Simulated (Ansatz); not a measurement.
**Al(111) slab, 3 layers: from the cell to its phonons**

How does Al(111) slab, 3 layers vibrate, and is this structure a minimum?

Method: DFT PBEsol, scalar-relativistic, plane waves, PAW; PAW set soft_1, in Ansatz 0.2.0.

### 1. Starting point

The cell holds 3 atoms: 3 Al. Its edges and angles: a = 2.857 Å, b = 2.857 Å, c = 17.665 Å, α = 90.0°, β = 90.0°, γ = 120.0°. It derives from Al. Vacuum lies along c.

### 2. Relaxation

The cell and atoms are relaxed, since residual forces and stress would shift the frequencies.

The program solves this slab on a cell height of its own, 33.1 Å, in place of the one typed.

input.yaml

```yaml
crystal:
  lattice:
    - [2.85671, 0.0, 0.0]
    - [-1.42836, 2.47398, 0.0]
    - [0.0, 0.0, 17.66499]
  atoms:
    - { symbol: Al, position: [0.0, 0.0, 0.367959] }
    - { symbol: Al, position: [0.333333, 0.666667, 0.5] }
    - { symbol: Al, position: [0.666667, 0.333333, 0.632041] }
  periodic: [true, true, false]
kpoints:
  mp_grid: { grid: [18, 18, 1] }
hamiltonian:
  xc: pbesol
  pseudopotentials: { kind: paw, azcp: { folder: soft_1 }, xc_functional: pbe }
scf:
  occupations: { method: gaussian, width: 0.1 }
output:
  forces: true
  stress: true
  eigenvalues: true
  write_density: true
  write_potential: true
  elf: true
  volumetric_format: npy
relax:
  adjacent_minimum: "off"
  f_tol: 0.005
  max_steps: 80
  cell: { stress_2d_tol: 0.02 }
```

The run is started by

```sh
$ ansatz run input.yaml --threads 4 --pin off --max-ram 16384MiB --backend cpu --events-out ev --progress --plain --runs-dir out
```

Numbers of over 12 decimals in the logs are rounded to 6 here.

The program printed:

```text
Warning: crystal.periodic: the lattice vector that does not repeat stood 0.000° off the slab's normal, 17.665 Å along it as the deck builds it. The run solves the slab on a vector along the normal, 33.130 Å long, with every atom where it was (on the deck's vector they left 13.00 Å outside them, and the widest stretch free of ions among them is 2.33 Å). A fractional position that the run reports is one of the run's ce [...]
Warning: the atoms were moved onto the symmetric positions of the space group found under crystal.symmetry.tolerance 1.0e-5 (fractional; no operation is sought that the atoms, as they stand in a round, miss by more than twice it, and no atom is moved by as much as it), and the run uses the moved positions. Before a round's move an operation carried an atom to 3.30e-6 Å from where it should land, the largest such dist [...]
crystal.periodic: the lattice vector that does not repeat stood 0.000° off the slab's normal, 17.665 Å along it as the deck builds it. The run solves the slab on a vector along the normal, 33.130 Å long, with every atom where it was (on the deck's vector they left 13.00 Å outside them, and the widest stretch free of ions among them is 2.33 Å). A fractional position that the run reports is one of the run's cell, which [...]
Engine: ansatz 0.2.0, aarch64-unknown-linux-gnu
Pseudopotentials: kind: paw
Pseudopotential: Al, paw, valence charge 3, recommended cutoff 420 eV (normal), soft_1/Al.paw.azcp
Functional definition: PBEsol
  exchange = pbesol_x
  correlation = pbesol_c
Crystal: 3 atoms, lattice volume = 234.144 Å³
Basis set: ecut = 420 eV, 4611 PW (Γ), exchange–correlation on 40×40×450 points (8 copies of the dense FFT grid, shifted against one another)
Bands: 9, of which v1, the nominal top of the filled ones, is band 5 counted from 1 (4 counted from 0)
Symmetry: 12 space group operations
Space group: P-3m1 (ITA 164), of the structure as read, at distance tolerance 6.2e-5 Å
k-points: 37 of 324
Non-local potential: Al, projectors of the file, l = 0: 2, l = 1: 2, l = 2: 1
PAW form: soft (Blöchl's): semilocal exchange-correlation on the pseudo side does not see the compensation charge
PAW frozen core: Al, regenerated for the run's functional, and the local potential with it (the file was generated under x = pbe(κ = 0.804, μ = 0.219515), c = pbe(β = 0.066725))
PAW one-centre angular grid: Al, 110 points (default); XC on 64 Gauss nodes
Initial density: superposition of atomic densities (neutral atoms: chi_scale 0, normalization atom)
Initial wavefunctions: pseudopotential atomic-orbital guess
Functional: x = pbesol(κ = 0.804, μ = 0.123457), c = pbesol(β = 0.046)
SCF iter   1: F=—  HF=-1573.394390 eV  |F-HF|=—  |Δ(HF+E_count)|=         —  Δρ=1.40e-2  dr2=3.15e0  ethr=3.10e-3  ⟨swp⟩=12.9  Hψ=4545  notcnv=0
preconditioner: auto → LDOS  [metal: Δε(μ)=0.007 eV  Ē_g=7.409 eV  σ=0.100 eV  W_gap=0.04  n_scr=16 (ndim 8)  ℏωp=7.3 eV  f_vac=0.676  D(μ)=2.27/eV (n_scr^D=12)  β→1.0]
SCF iter   2: F=—  HF=-1572.852849 eV  |F-HF|=—  |Δ(HF+E_count)|=   5.42e-1  Δρ=7.40e-3  dr2=3.87e-1  ethr=3.10e-3  ⟨swp⟩=3.6  Hψ=1007  notcnv=0  defer=16
SCF iter   3: F=—  HF=-1572.814023 eV  |F-HF|=—  |Δ(HF+E_count)|=   3.88e-2  Δρ=9.98e-4  dr2=1.44e-2  ethr=3.10e-3  ⟨swp⟩=3.8  Hψ=795  notcnv=0  defer=17
SCF iter   4: F=—  HF=-1572.812174 eV  |F-HF|=—  |Δ(HF+E_count)|=   1.85e-3  Δρ=1.47e-4  dr2=1.98e-4  ethr=1.60e-4  ⟨swp⟩=2.5  Hψ=778  notcnv=0  defer=14
SCF iter   5: F=—  HF=-1572.812240 eV  |F-HF|=—  |Δ(HF+E_count)|=   6.62e-5  Δρ=2.20e-5  dr2=2.14e-6  ethr=2.20e-6  ⟨swp⟩=3.3  Hψ=631  notcnv=0  defer=14
SCF iter   6: F=—  HF=-1572.812248 eV  |F-HF|=—  |Δ(HF+E_count)|=   7.55e-6  Δρ=3.78e-6  dr2=9.23e-8  ethr=1.11e-9  ⟨swp⟩=22.6  Hψ=4498  notcnv=0
iter 7 did not close the SCF: its close was put off until two iterations running show no level that it waits for move by more than its bar (scf_convergence_deferred on its scf_iter line)
SCF iter   7: F=-1572.812248 eV  HF=-1572.812248 eV  |F-HF|=9.56e-9  |Δ(HF+E_count)|=   1.44e-7  Δρ=7.68e-7  dr2=2.65e-9  ethr=1.03e-9  ⟨swp⟩=12.0  Hψ=2651  notcnv=0
iter 8 did not close the SCF: its close was put off until two iterations running show no level that it waits for move by more than its bar (scf_convergence_deferred on its scf_iter line)
SCF iter   8: F=-1572.812248 eV  HF=-1572.812248 eV  |F-HF|=1.19e-9  |Δ(HF+E_count)|=   9.30e-9  Δρ=1.38e-7  dr2=1.36e-10  ethr=2.94e-11  ⟨swp⟩=9.6  Hψ=2363  notcnv=0
SCF iter   9: F=-1572.812248 eV  HF=-1572.812248 eV  |F-HF|=1.17e-10  |Δ(HF+E_count)|=   1.17e-9  Δρ=1.55e-8  dr2=8.84e-13  ethr=1.51e-12  ⟨swp⟩=7.8  Hψ=2208  notcnv=0
SCF 1 converged in 9 iterations: F = -1572.812248 eV  dr2 = 8.84e-13
  greatest PAW one-centre occupation: 0.466 electrons in one spin orbital (limit 2), on the Al atom at site 2 (counted from 0), in its partial waves of l = 0
relax step   1: F+E_penalty+E_count = -1572.81224789 eV  Δ(F+E_penalty+E_count) = +0.000e0 eV  max|allowed force component| = 4.530e-2 eV/Å  Δτ_max = 0.0000 Å  P = -3.645 N/m  Ω = 234.144 Å³  fix = [c, alpha, beta]  reactions: c -0.000 N/m  (9 SCF iters, accepted)
Crystal: 3 atoms, lattice volume = 224.192 Å³
Basis set: ecut = 420 eV, 4443 PW (Γ), exchange–correlation on 40×40×450 points (8 copies of the dense FFT grid, shifted against one another)
Initial density: handed on by an earlier stage of this run
Initial wavefunctions: those handed on with the density
iter 1 solved again at ethr=2.84e-4 eV; its pass at ethr=3.10e-3 eV (dr2=2.56e-2 eV) is discarded
SCF iter   1: F=—  HF=-1572.857103 eV  |F-HF|=—  |Δ(HF+E_count)|=         —  Δρ=1.29e-3  dr2=2.55e-2  ethr=2.84e-4  ⟨swp⟩=2.1  Hψ=4515  notcnv=0
preconditioner: auto → LDOS  [insulator: Δε(μ)=0.135 eV  Ē_g=7.213 eV  σ=0.100 eV  W_gap=0.66  n_scr=16 (ndim 8)  ℏωp=7.4 eV  f_vac=0.693  D(μ)=0.91/eV (n_scr^D=8)  ε∞_Penn≈2.1  β→1.0]
SCF iter   2: F=—  HF=-1572.854457 eV  |F-HF|=—  |Δ(HF+E_count)|=   2.65e-3  Δρ=9.61e-4  dr2=2.32e-2  ethr=2.83e-4  ⟨swp⟩=2.3  Hψ=645  notcnv=0  defer=3
SCF iter   3: F=—  HF=-1572.851701 eV  |F-HF|=—  |Δ(HF+E_count)|=   2.76e-3  Δρ=1.09e-4  dr2=2.36e-4  ethr=2.58e-4  ⟨swp⟩=2.0  Hψ=407  notcnv=0  defer=3
SCF iter   4: F=—  HF=-1572.851739 eV  |F-HF|=—  |Δ(HF+E_count)|=   3.85e-5  Δρ=3.60e-5  dr2=1.09e-5  ethr=2.62e-6  ⟨swp⟩=2.6  Hψ=577  notcnv=0  defer=5
SCF iter   5: F=—  HF=-1572.851739 eV  |F-HF|=—  |Δ(HF+E_count)|=   1.37e-7  Δρ=1.04e-5  dr2=7.39e-7  ethr=1.22e-7  ⟨swp⟩=2.7  Hψ=529  notcnv=0  defer=5
[...]
Crystal: 3 atoms, lattice volume = 223.188 Å³
Basis set: ecut = 420 eV, 4407 PW (Γ), exchange–correlation on 40×40×450 points (8 copies of the dense FFT grid, shifted against one another)
iter 1 solved again at ethr=1.32e-6 eV; its pass at ethr=3.10e-3 eV (dr2=1.19e-4 eV) is discarded
SCF iter   1: F=—  HF=-1572.852080 eV  |F-HF|=—  |Δ(HF+E_count)|=         —  Δρ=1.61e-4  dr2=1.19e-4  ethr=1.32e-6  ⟨swp⟩=4.0  Hψ=4303  notcnv=0
preconditioner: auto → LDOS  [metal: Δε(μ)=0.064 eV  Ē_g=7.169 eV  σ=0.100 eV  W_gap=0.34  n_scr=16 (ndim 8)  ℏωp=7.5 eV  f_vac=0.694  D(μ)=0.94/eV (n_scr^D=8)  β→1.0]
SCF iter   2: F=—  HF=-1572.852043 eV  |F-HF|=—  |Δ(HF+E_count)|=   3.74e-5  Δρ=3.74e-5  dr2=1.71e-5  ethr=1.32e-6  ⟨swp⟩=2.1  Hψ=491  notcnv=0
SCF iter   3: F=—  HF=-1572.852050 eV  |F-HF|=—  |Δ(HF+E_count)|=   7.35e-6  Δρ=1.57e-5  dr2=4.59e-6  ethr=1.90e-7  ⟨swp⟩=2.8  Hψ=531  notcnv=0
SCF iter   4: F=—  HF=-1572.852050 eV  |F-HF|=—  |Δ(HF+E_count)|=   3.96e-8  Δρ=5.40e-6  dr2=5.19e-7  ethr=5.10e-8  ⟨swp⟩=1.2  Hψ=354  notcnv=0
iter 5 did not close the SCF: its close was put off until two iterations running show no level that it waits for move by more than its bar (scf_convergence_deferred on its scf_iter line)
SCF iter   5: F=-1572.852050 eV  HF=-1572.852050 eV  |F-HF|=4.32e-9  |Δ(HF+E_count)|=   4.10e-8  Δρ=7.51e-7  dr2=2.81e-9  ethr=1.28e-9  ⟨swp⟩=16.6  Hψ=3740  notcnv=0
iter 6 did not close the SCF: its close was put off until two iterations running show no level that it waits for move by more than its bar (scf_convergence_deferred on its scf_iter line)
SCF iter   6: F=-1572.852050 eV  HF=-1572.852050 eV  |F-HF|=4.60e-10  |Δ(HF+E_count)|=   4.41e-9  Δρ=2.52e-7  dr2=1.25e-9  ethr=3.12e-11  ⟨swp⟩=8.8  Hψ=2372  notcnv=0
SCF iter   7: F=-1572.852050 eV  HF=-1572.852050 eV  |F-HF|=9.03e-11  |Δ(HF+E_count)|=  3.87e-10  Δρ=5.35e-8  dr2=4.40e-11  ethr=1.39e-11  ⟨swp⟩=8.3  Hψ=2058  notcnv=0
SCF 3 converged in 7 iterations: F = -1572.852050 eV  dr2 = 4.40e-11
relax step   3: F+E_penalty+E_count = -1572.85205015 eV  Δ(F+E_penalty+E_count) = -3.109e-4 eV  max|allowed force component| = 6.530e-3 eV/Å  Δτ_max = 0.0063 Å  P = +0.006 N/m  Ω = 223.188 Å³  energy of the carried Pulay correction = +4.209e-4 eV  fix = [c, alpha, beta]  reactions: c +0.000 N/m  (7 SCF iters, dr2 threshold 1.15e-7 eV, accepted)
[...]
relax step   4: F+E_penalty+E_count = -1572.85206450 eV  Δ(F+E_penalty+E_count) = -1.435e-5 eV  max|allowed force component| = 9.207e-4 eV/Å  Δτ_max = 0.0027 Å  P = +0.016 N/m  Ω = 223.231 Å³  energy of the carried Pulay correction = +4.193e-4 eV  fix = [c, alpha, beta]  reactions: c +0.000 N/m  (7 SCF iters, accepted)
Initial wavefunctions: pseudopotential atomic-orbital guess (no wavefunctions were taken with the density)
iter 1 solved again at ethr=2.15e-6 eV; its pass at ethr=3.10e-3 eV (dr2=1.94e-4 eV) is discarded
SCF iter   1: F=—  HF=-1572.851768 eV  |F-HF|=—  |Δ(HF+E_count)|=         —  Δρ=1.06e-5  dr2=2.37e-8  ethr=2.15e-6  ⟨swp⟩=4.5  Hψ=5396  notcnv=0
eigensolver tolerance schedule: the retry pair's looser diagonalisation over-reported the residual by 8172.30 of it (diagonalisation noise at an unbounded share of the residual, at the tolerance the schedule requests for it); recorded, not acted on — ethr = c·dr2/N_el stays at c = 1.0e-1
preconditioner: auto → LDOS  [metal: Δε(μ)=0.079 eV  Ē_g=7.169 eV  σ=0.100 eV  W_gap=0.41  n_scr=16 (ndim 8)  ℏωp=7.5 eV  f_vac=0.695  D(μ)=0.92/eV (n_scr^D=8)  β→1.0]
SCF iter   2: F=—  HF=-1572.851776 eV  |F-HF|=—  |Δ(HF+E_count)|=   7.81e-6  Δρ=5.50e-7  dr2=7.14e-10  ethr=2.63e-10  ⟨swp⟩=4.9  Hψ=947  notcnv=0
SCF iter   3: F=—  HF=-1572.851776 eV  |F-HF|=—  |Δ(HF+E_count)|=   1.32e-9  Δρ=8.92e-8  dr2=1.00e-10  ethr=7.93e-12  ⟨swp⟩=3.2  Hψ=608  notcnv=0
SCF iter   4: F=—  HF=-1572.851776 eV  |F-HF|=—  |Δ(HF+E_count)|=  8.41e-10  Δρ=3.42e-8  dr2=2.47e-11  ethr=1.12e-12  ⟨swp⟩=2.2  Hψ=434  notcnv=0
SCF iter   5: F=—  HF=-1572.851776 eV  |F-HF|=—  |Δ(HF+E_count)|=  1.12e-10  Δρ=1.38e-8  dr2=3.72e-12  ethr=1.00e-12  ⟨swp⟩=1.1  Hψ=349  notcnv=0
SCF iter   6: F=-1572.851776 eV  HF=-1572.851776 eV  |F-HF|=1.59e-12  |Δ(HF+E_count)|=  2.36e-11  Δρ=2.15e-9  dr2=4.71e-14  ethr=1.00e-12  ⟨swp⟩=11.2  Hψ=2236  notcnv=0
SCF 5 converged in 6 iterations: F = -1572.851776 eV  dr2 = 4.71e-14
relax step   5: F+E_penalty+E_count = -1572.85177573 eV  Δ(F+E_penalty+E_count) = +2.888e-4 eV  max|allowed force component| = 9.341e-4 eV/Å  Δτ_max = 0.0000 Å  P = +0.004 N/m  Ω = 223.231 Å³  fix = [c, alpha, beta]  reactions: c +0.000 N/m  stress off target by 3.73e-3 N/m on what of the cell is left free  SCF on the basis re-selected at this cell (its energy is not comparable with the rows above)  (6 SCF iters)
basis re-selected at this cell: Δ(F+E_penalty+E_count) = +2.888e-4 eV, ΔP = -0.013 N/m vs the last step (what re-selecting the basis moved, of the pressure what is left beyond the Pulay correction that the steps carried, after the strain that the cell walked since its last selection, with what the two solves' SCF thresholds leave and, on support functions, any second-order correction that the steps lacked; it is no m [...]
SCF converged after 6 iterations
Free energy (F): -1572.851776 eV
Harris-Foulkes:  -1572.851776 eV  (|F-HF|=1.59e-12)
Internal energy: -1572.847158 eV  (E = F + TS)
E sigma→0 (E₀):  -1572.849467 eV
Entropy (-TS):   -0.004618 eV (-1.539 meV/atom)
Fermi energy:    -3.769571 eV
--- Per-component energies (eV) ---
  E_band       = -72.867023
  E_kinetic    = 66.285690
  E_local      = -6467.477946  (includes V_loc(G=0)·N_el)
  E_nonlocal   = 30.822434
  E_hartree    = 3197.190488
  E_xc         = -111.003436
  E_vxc        = -86.406371  (∫ρ·V_xc dr)
  E_paw        = -1370.260556  (= ΣΔE_a)
  E_vpaw       = -10.471786  (= ΣTr[D̂ρ^β])
  E_aug_tail   = -0.000009  (compensation charges beyond the density's cutoff)
  E_ewald      = 3081.538759
  E_core_change = 0.057417  (= ΣΔE_core)
  E_smearing   = -0.004618  (= −TS)
  E_closure    = -0.000000  (closes the sum)
  Σ components = -1572.851776   (vs F -1572.851776, Δ=0.00e0)
--- Forces (eV/Å), atoms counted from 1 ---
  atom   1  Al    -0.00000000    -0.00000000    -0.00093412
  atom   2  Al     0.00000000     0.00000000     0.00000000
  atom   3  Al     0.00000000     0.00000000     0.00093412
  max |Σ_I F_I| component: 9.25e-18 eV/Å
--- 2D stress c σ (N/m, compression-positive) ---
        0.003729      -0.000000      -0.000000
       -0.000000       0.003729      -0.000000
       -0.000000      -0.000000       0.000000
  P = ½ c Tr σ = 0.0037 N/m
--- Band table (eV; the first three rows and the last of 37) ---
  k-point 0: bands = ["-14.7290", "-13.0441", "-10.4191", "-7.2582", "-3.7474", "-1.0913 (-1.0916°)", "-0.0990 (-0.1365°)", "0.4076", "0.9405"]
  k-point 1: bands = ["-14.6511", "-12.9668", "-10.3420", "-7.1848", "-3.6741", "-1.0161 (-1.0164°)", "-0.0208 (-0.0581°)", "0.4853", "1.0185"]
  k-point 2: bands = ["-14.4176", "-12.7351", "-10.1110", "-6.9646", "-3.4555", "-0.7926 (-0.7929°)", "0.2131 (0.1769°)", "0.7171", "1.2518"]
  k-point 36: bands = ["-6.6563", "-6.6563", "-6.4905", "-5.5429", "-4.7122", "-4.7122", "-2.1244", "-2.1244", "-1.8225"]
  ° read free of the cell's end (the report's vacuum.weakly_bound_levels)
--- Relaxed structure (4 steps of the walk, 4 accepted, 1 SCFs on fresh bases) ---
  F+E_penalty+E_count = -1572.85177573 eV   max|allowed force component| = 9.341e-4 eV/Å   (the final SCF, on the basis selected at the relaxed cell)
  cell:  # Å, volume = 223.2310 Å³
    - [2.789338, 2.818672855633606e-6, 0]
    - [-1.394671, 2.415636, 0]
    - [0, 0, 33.13001177836]
  atoms:
    - { symbol: Al, position: [0, 0, 0.196144] }
    - { symbol: Al, position: [0.333333, 0.666667, 0.266601] }
    - { symbol: Al, position: [0.666667, 0.333333, 0.337058] }
```

The job ended after 14 s (4 threads of Arm Neoverse V1, shared host; peak memory 0.51 GiB; 52 s of CPU time).

Relaxation path:

```
step  energy less that of the first step (eV)  largest force component (eV/Å)  volume (Å³)
   1                                   0.0000                          0.0453       234.14
   2                                  -0.0395                          0.0056       224.19
   3                                  -0.0398                          0.0065       223.19
   4                                  -0.0398                          0.0009       223.23
  5*                                  -0.0395                          0.0009       223.23
```

Relaxation steps marked * repeat the geometry before them on a plane-wave basis chosen anew for their cell, so energy and pressure can jump there.

The run keeps the 12 symmetry operations that it works with, so distortions that break them were not tested.

| cell as run | before | after | change |
| --- | --- | --- | --- |
| a (Å) | 2.857 | 2.789 | -2.4 % |
| b (Å) | 2.857 | 2.789 | -2.4 % |

Final coordinates:

```
Al
1.0
     2.78934    0.00000    0.00000
    -1.39467    2.41564    0.00000
     0.00000    0.00000   33.13001
Al
3
Direct
  0.00000 0.00000 0.19614
  0.33333 0.66667 0.26660
  0.66667 0.33333 0.33706
```

This step gave:

```yaml
gap_on_the_k_mesh: 0 eV
area_per_atom: 2.246 Å²
```

ELF in the ac plane at fractional y = 0.000, with atoms of Al within 0.2 Å of it. It is the smooth field of the valence electrons, not physical close to the nuclei.

Values, 24 rows by 14 columns, each cell a mean:
```
0.00 0.00 0.00 0.00 0.00 0.00 0.00 0.00 0.00 0.00 0.00 0.00 0.00 0.00
0.00 0.00 0.00 0.00 0.00 0.00 0.00 0.00 0.00 0.00 0.00 0.00 0.00 0.00
0.00 0.00 0.00 0.00 0.00 0.00 0.00 0.00 0.00 0.00 0.00 0.00 0.00 0.00
0.00 0.00 0.00 0.00 0.00 0.00 0.00 0.00 0.00 0.00 0.00 0.00 0.00 0.00
0.00 0.00 0.00 0.00 0.00 0.00 0.00 0.00 0.00 0.00 0.00 0.00 0.00 0.00
0.00 0.00 0.00 0.00 0.00 0.00 0.00 0.00 0.00 0.00 0.00 0.00 0.00 0.00
0.00 0.00 0.00 0.00 0.00 0.00 0.00 0.00 0.00 0.00 0.00 0.00 0.00 0.00
0.00 0.00 0.00 0.00 0.00 0.00 0.00 0.00 0.00 0.00 0.00 0.00 0.00 0.00
0.00 0.00 0.00 0.00 0.00 0.00 0.00 0.00 0.00 0.00 0.00 0.00 0.00 0.00
0.00 0.00 0.00 0.00 0.00 0.00 0.00 0.00 0.00 0.00 0.00 0.00 0.00 0.00
0.00 0.00 0.00 0.00 0.00 0.00 0.00 0.00 0.00 0.00 0.00 0.00 0.00 0.00
0.00 0.00 0.00 0.00 0.00 0.00 0.00 0.00 0.00 0.00 0.00 0.00 0.00 0.00
0.00 0.00 0.00 0.00 0.00 0.00 0.00 0.00 0.00 0.00 0.00 0.00 0.00 0.00
0.01 0.01 0.01 0.01 0.01 0.01 0.01 0.01 0.01 0.01 0.01 0.01 0.01 0.01
0.20 0.21 0.21 0.22 0.23 0.24 0.24 0.24 0.24 0.24 0.23 0.22 0.21 0.21
0.65 0.66 0.68 0.70 0.70 0.68 0.64 0.62 0.64 0.68 0.70 0.70 0.68 0.66
0.32 0.34 0.38 0.44 0.50 0.55 0.58 0.59 0.58 0.55 0.50 0.44 0.38 0.34
0.51 0.52 0.55 0.58 0.59 0.57 0.53 0.51 0.53 0.57 0.59 0.58 0.55 0.52
0.47 0.47 0.49 0.52 0.54 0.53 0.50 0.48 0.50 0.53 0.54 0.52 0.49 0.47
0.44 0.29 0.27 0.45 0.63 0.70 0.68 0.67 0.68 0.70 0.63 0.45 0.27 0.29
0.36 0.35 0.34 0.32 0.29 0.26 0.23 0.23 0.23 0.26 0.29 0.32 0.34 0.35
0.01 0.01 0.01 0.01 0.01 0.01 0.01 0.01 0.01 0.01 0.01 0.01 0.01 0.01
0.00 0.00 0.00 0.00 0.00 0.00 0.00 0.00 0.00 0.00 0.00 0.00 0.00 0.00
0.00 0.00 0.00 0.00 0.00 0.00 0.00 0.00 0.00 0.00 0.00 0.00 0.00 0.00
```
Columns run along a (2.8 Å), rows up along c (33.1 Å). Atoms in or near the plane, at fractional coordinates: Al at (0.00, 0.20).

Valence density in the ac plane at fractional y = 0.000, with atoms of Al within 0.2 Å of it. It is the smooth field of the valence electrons, not physical close to the nuclei.

Ten even steps from '0' (0.00 e/Å³) to '9' (0.22 e/Å³), each cell a mean:
```
00000000000000
00000000000000
00000000000000
00000000000000
00000000000000
00000000000000
00000000000000
00000000000000
00000000000000
00000000000000
00000000000000
00000000000000
00000000000000
00000000000000
11111111111111
77788888888877
66788999998876
88999999999998
88899988899988
44578888888754
11111111111111
00000000000000
00000000000000
00000000000000
```
Columns run along a (2.8 Å), rows up along c (33.1 Å). Atoms in or near the plane, at fractional coordinates: Al at (0.00, 0.20).

Electrostatic potential energy in the ac plane at fractional y = 0.000, with atoms of Al within 0.2 Å of it. With pseudopotentials it is smooth inside the atoms' cores, unlike the true potential.

Ten even steps from '0' (-15 eV) to '9' (0 eV), each cell a mean:
```
99999999999999
99999999999999
99999999999999
99999999999999
99999999999999
99999999999999
99999999999999
99999999999999
99999999999999
99999999999999
99999999999999
99999999999999
99999999999999
99999999999999
99999999999999
88764221224678
88776443446778
77653100013567
33334566654333
54101467641014
88889999999888
99999999999999
99999999999999
99999999999999
```
Columns run along a (2.8 Å; values clipped at the 3rd and 97th percentile), rows up along c (33.1 Å). Atoms in or near the plane, at fractional coordinates: Al at (0.00, 0.20).

(Continued in part 2 of 2.)

[Logs are printed without paths, hosts, clocks, repeated set-up lines and the standing remarks that a program may print on its own settings, such as how far it seeks lower states.]

[Hosts, paths, dates, database ids (printed as entryN), source tags and the programs' standing remarks are cut or masked in the printed files.]
